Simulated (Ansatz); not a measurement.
# Sn2Os (built on the sites of a database entry of FeSi2): from the cell to its phonons, part 2 of 2

Aim: the vibrations of Sn2Os (built on the sites of a database entry of FeSi2), their spectra, and whether the structure is stable.

Ansatz 0.2.0; DFT PBEsol, scalar-relativistic, plane waves, PAW.

So far. Step 4 (Relaxing to small forces for the phonons): The largest force component left is 0.24 meV/Å and the pressure is -0.003 GPa, within the tolerances set. The cell now holds 20.61 Å³/atom. Step 5 (Zone-centre response): Before it was imposed, the acoustic sum rule was missed by 4.3e-5 eV/Å². Small misses are needed for a sound result but don't prove that mesh and cutoff are converged. The lowest optical mode is real, 87.6 cm⁻¹. The relaxed cell has a = 3.173, c = 6.142 Å (conventional setting).

The structure was built from a prototype and need not be the compound's stable phase.

### 6. Response at finite wavevector (continued)

The partial phonon density of states has structure finer than the step of the table below, so its rows give means over 5 cm⁻¹, whole bins alone (the curve runs from -10 to 238 cm⁻¹). Peaks (cm⁻¹: height): Os 69.4: 0.0526, 119.2: 0.0344, 142.5: 0.0175; Sn 88.1: 0.0482, 117.6: 0.0486, 156.5: 0.0622, 209.5: 0.0412.

Phonopy on the run's constants, 17x17x9 mesh, Gaussian sigma 2.0 cm-1. Interpolated from a 4×4×2 q mesh. Partial phonon density of states against wavenumber; means over each step; values in 1/cm⁻¹/cell:

```
wavenumber (cm⁻¹)       Os       Sn
               -5   1.3e-5   1.5e-5
                0   7.9e-5   9.8e-5
                5   8.4e-5   1.0e-4
               10   3.1e-4   3.7e-4
               15   6.0e-4   7.3e-4
               20   9.8e-4  0.00113
               25  0.00243  0.00275
               30  0.00363  0.00390
               35  0.00472  0.00490
               40  0.00440  0.00440
               45  0.00624  0.00575
               50   0.0102  0.00856
               55   0.0175   0.0103
               60   0.0379   0.0152
               65   0.0484   0.0165
               70   0.0487   0.0168
               75   0.0228   0.0204
               80   0.0140   0.0293
               85   0.0151   0.0381
               90   0.0187   0.0451
               95   0.0204   0.0352
              100   0.0255   0.0413
              105   0.0247   0.0434
              110   0.0265   0.0430
              115   0.0306   0.0463
              120   0.0324   0.0467
              125   0.0249   0.0425
              130   0.0157   0.0392
              135   0.0100   0.0333
              140   0.0139   0.0411
              145   0.0152   0.0466
              150   0.0152   0.0551
              155   0.0160   0.0592
              160   0.0142   0.0580
              165   0.0146   0.0579
              170   0.0158   0.0468
              175  0.00833   0.0299
              180  0.00121   0.0184
              185   4.5e-4   0.0173
              190  0.00123   0.0212
              195  0.00214   0.0225
              200  0.00322   0.0276
              205  0.00339   0.0317
              210  0.00436   0.0392
              215  0.00294   0.0263
              220   4.4e-4  0.00561
              225   3.0e-6   2.1e-4
              230        0        0
```

Harmonic thermodynamic functions per atom, from the density of states. Interpolated from a 4×4×2 q mesh. Thermodynamic functions, by row:

```csv
T (K),F_vib (meV/atom),S (J/mol-atom/K),C_V (J/mol-atom/K)
0,23.28,0,0
50,22.46,5.266,10.31
100,17.01,15.58,18.92
200,-7.45,30.41,23.15
300,-44.25,40.01,24.12
400,-89.51,47.01,24.47
500,-141.2,52.49,24.64
600,-198,56.99,24.73
700,-259.1,60.8,24.79
800,-323.8,64.12,24.82
900,-391.8,67.04,24.85
1000,-462.7,69.66,24.86
```

Harmonic mean-square displacement, third of the trace. Interpolated from a 4×4×2 q mesh. Mean square displacements, by row:

| T (K) | Os1 U_eq (Å²) | Sn2 U_eq (Å²) | Sn3 U_eq (Å²) |
| --- | --- | --- | --- |
| 0 | 0.00102 | 0.00122 | 0.00122 |
| 100 | 0.00227 | 0.00224 | 0.00224 |
| 300 | 0.00627 | 0.00588 | 0.00588 |
| 600 | 0.01244 | 0.0116 | 0.0116 |

Symmetry leaves 12 wavevectors to solve. The lowest mode among them, the acoustic zeros apart, lies at q = (0, 0, -0.5) and is real, 23.1 cm⁻¹.

### 7. Isotope substitution

An isotope changes the mass and not the force constants, so no new electronic calculation is needed; the shifts show which modes move this element.

The same force constants with the mass of Sn changed from 118.710 to 123.905 u (phonopy, no LO-TO term). Both lists are sorted by frequency; levels can cross, so a row need not hold one and the same mode. Modes under 3 cm⁻¹ are left out. Isotope shifts, by row:

| q | rank | natural mass (cm⁻¹) | changed mass (cm⁻¹) |
| --- | --- | --- | --- |
| 0 0 0 | 4 | 87.59 | 85.74 |
| 0 0 0 | 5 | 87.59 | 85.74 |
| 0 0 0 | 6 | 115.3 | 114.3 |
| 0 0 0 | 7 | 115.3 | 114.3 |
| 0 0 0 | 8 | 156 | 154.6 |
| 0 0 0 | 9 | 220.8 | 216.2 |
| 0 0 -0.5 | 1 | 23.14 | 22.88 |
| 0 0 -0.5 | 2 | 23.14 | 22.88 |
| 0 0 -0.5 | 3 | 76.89 | 76.56 |
| 0 0 -0.5 | 4 | 90.43 | 88.52 |
| 0 0 -0.5 | 5 | 90.43 | 88.52 |
| 0 0 -0.5 | 6 | 118.2 | 117 |
| 0 0 -0.5 | 7 | 118.2 | 117 |
| 0 0 -0.5 | 8 | 168.5 | 165 |
| 0 0 -0.5 | 9 | 201.8 | 198.4 |
| 0 0.25 0 | 1 | 46.76 | 46.31 |
| 0 0.25 0 | 2 | 52.33 | 51.73 |
| 0 0.25 0 | 3 | 80.82 | 79.11 |
| 0 0.25 0 | 4 | 91.11 | 90.58 |
| 0 0.25 0 | 5 | 113.1 | 112 |
| 0 0.25 0 | 6 | 126.4 | 124 |
| 0 0.25 0 | 7 | 144.3 | 142.3 |
| 0 0.25 0 | 8 | 160.5 | 157.8 |
| 0 0.25 0 | 9 | 215.2 | 211 |
| 0 0.25 -0.5 | 1 | 52.44 | 51.84 |
| 0 0.25 -0.5 | 2 | 68.26 | 67.89 |
| 0 0.25 -0.5 | 3 | 80.49 | 79.81 |
| 0 0.25 -0.5 | 4 | 82.54 | 80.79 |
| 0 0.25 -0.5 | 5 | 112.3 | 111.2 |
| 0 0.25 -0.5 | 6 | 141.4 | 138.9 |
| 0 0.25 -0.5 | 7 | 154.1 | 152.1 |
| 0 0.25 -0.5 | 8 | 164.6 | 161.2 |
| 0 0.25 -0.5 | 9 | 194.4 | 190.8 |

A mode of this element alone would shift by -2.12 %. The highest zone-centre frequency without the field goes from 220.8 to 216.2 cm⁻¹ (-2.1 %). The product of the frequency ratios over all optical modes at Γ is 0.912; the product rule, (m/m′)^(3k/2) (M′/M)^(3/2) with k = 2 such atoms and M the mass of the cell, gives 0.912.

### 8. Results

| Quantity | Value |
| --- | --- |
| space group after relaxation (within 0.01 Å) | P4/mmm |
| volume per atom | 20.6 Å³ |
| electronic character | no gap on this mesh |
| highest optical mode at the zone centre (no LO-TO term) | 221 cm⁻¹ |
| lowest optical zone-centre mode | 87.6 cm⁻¹ |
| lowest mode on the q mesh (acoustic modes at Γ apart) | 23.1 cm⁻¹ |
| highest frequency on the path or at a solved wavevector | 221 cm⁻¹ |
| zero-point energy per atom | 23.3 meV |
| heat capacity at 300 K | 24.1 J/(mol atoms K) |
| vibrational entropy at 300 K | 40.0 J/(mol atoms K) |
| Debye temperature (second moment) | 247 K |
| imaginary modes on the 4×4×2 q mesh | none |

**Reading.** The structure is a minimum as far as tested: no mode is imaginary at the 12 irreducible wavevectors of the 4×4×2 mesh, and the softest away from the acoustic zeros lies at 23 cm⁻¹. The optical modes at Γ span 88 to 221 cm⁻¹. The highest mode in this list at Γ, 220.8 cm⁻¹, is mostly motion of Sn (100 % of the kinetic energy). With no gap, or one that is small against the smearing, the frequencies hang on the k mesh and the smearing, most of all near Kohn anomalies. Spin-orbit coupling is left out, which can matter for the heavy elements here. The starting cell was built on a prototype and not taken from a measurement, so the phase need not exist. These are harmonic frequencies at zero temperature: anharmonic shifts, linewidths and thermal expansion are left out.

[Logs are printed without paths, hosts, clocks, repeated set-up lines and the standing remarks that a program may print on its own settings, such as how far it seeks lower states.]

[Hosts, paths, dates, database ids (printed as entryN), source tags and the programs' standing remarks are cut or masked in the printed files.]
